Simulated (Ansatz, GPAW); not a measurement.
# Reading EPR parameters

A crystal has the composition M2P2O7, where M is a 3d element. A calculation (PBE+U, spin-orbit coupling in second variation, Ansatz) gives:

```
S                                : 1
g, averaged over the cell's ions : 2.1541, 2.1773, 2.1774
moment in its sphere             : 1.72 μB
```

Q: Name the magnetic ion and its oxidation state.

The crystal is Ni2P2O7, space group C2/m. The spin sits on Ni, with 6 O at 2.02 to 2.19 Å round it. With the usual charges of the other elements M must be +2. High-spin ions of that charge with S = 1 are d8 and d2, Ni and Ti; the sign of the g shift picks Ni²⁺ d⁸. Low-spin ions are left aside. The shift is positive: in a shell more than half full the orbital moment adds to the spin.

[Logs are printed without paths, hosts, clocks, repeated set-up lines and the standing remarks that a program may print on its own settings, such as how far it seeks lower states.]

[Hosts, paths, dates, database ids (printed as entryN), source tags and the programs' standing remarks are cut or masked in the printed files.]
